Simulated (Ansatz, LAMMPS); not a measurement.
# Static equation of state of glassy 76SiO2-9BaO-7SrO-4Li2O-4ZrO2 (mol %) (128 atoms)

Density of this cell: 3.02 g/cm³. The cell holds 128 atoms: 34 Si, 4 Ba, 3 Sr, 4 Li, 2 Zr and 81 O. Cell: a = 12.158 Å, b = 12.203 Å, c = 12.161 Å, α = 86.4°, β = 90.7°, γ = 90.9°. The starting structure: 128 atoms (34 Si, 4 Ba, 3 Sr, 4 Li, 2 Zr, 81 O) placed at random at 2.87 g/cm³, melted at 4000 K for 10 ps at fixed volume with the Morse and Coulomb pair potential with partial charges (Pedone, Malavasi, Menziani, Cormack and Segre, J. Phys. Chem. B 110, 11780 (2006)). Quenched from 4000 K to 300 K at 100 K/ps and fixed volume, held 10 ps at zero pressure, then minimised at fixed cell.

Calculated with Ansatz 0.2.0: Kohn-Sham DFT, PBE, PAW (set soft_2), plane waves; cutoff 420 eV, Γ point, fixed occupations. Cell and atoms were relaxed first, to V0 = 14.066 Å³ an atom at a residual P0 = 0.011 GPa. The cell was then scaled evenly, and the atoms were relaxed at each volume.

```
volume (Å³/atom)  pressure (GPa)
          12.660               ?
          13.222           3.303
          13.644           1.642
          14.488          -1.414
          14.910          -2.761
```

**Question.** Fit the third-order Birch–Murnaghan equation to the rows given and extrapolate to the withheld row.

**Working.**

Take the Eulerian strain f = ½[(V0/V)^(2/3) − 1] and the normalised pressure F = (P − P0) / [3f(1 + 2f)^(5/2)]. The third-order Birch–Murnaghan equation is then the line F = B0 + (3/2)B0(B′ − 4) f, so u = f and v = F.

```
      u = f  v = F (GPa)
  0.0210566      47.0163
  0.0102569      50.4079
-0.00975636      51.1227
 -0.0190504      53.4322
```

With n = 4: mean u = 6.2669e-4, mean v = 50.4948, Σ(u − ū)² = 0.0010051, Σ(u − ū)(v − v̄) = -0.13622. Slope b = -0.13622 / 0.0010051 = -135.53; intercept a = v̄ − b ū = 50.580.

So B0 = a = 50.6 GPa and B′ = 4 + 2b/(3a) = 2.21. At the withheld volume f = 0.03638, F = a + b f = 45.65 GPa, and P = P0 + 3f(1 + 2f)^(5/2) F.

Prediction at 12.660: 5.949 GPa. The run gave 5.897 GPa, so the fit is high by 0.053 GPa (0.89 % of the value).

The series isn't one smooth equation of state: even a line fitted to all rows, the withheld one included, misses F by up to 2.6 %, the count of bonds changes along the series and an atom moves over 0.5 Å in some relaxation. B0 and B′ are then only the numbers of this fit, not moduli of the material. Among the rows given, the largest miss of the fit is at 13.222, by 0.050 GPa (0.57 % of the range of the table).

Limits: Static cells at zero temperature; the cell shape is held. The program notes that the SCF threshold of these relaxations is loose for the stress. The quench rate of 100 K/ps is many orders above laboratory rates, so the cell is likely richer in defects and strain than a real sample. The network of bonds at the start is that of the classical potential that made the cell, and needn't be the one that DFT or experiment would give. Only the Γ point is sampled, in a cell whose shortest periodic width is 12 Å.

[Logs are printed without paths, hosts, clocks, repeated set-up lines and the standing remarks that a program may print on its own settings, such as how far it seeks lower states.]

[Hosts, paths, dates, database ids (printed as entryN), source tags and the programs' standing remarks are cut or masked in the printed files.]
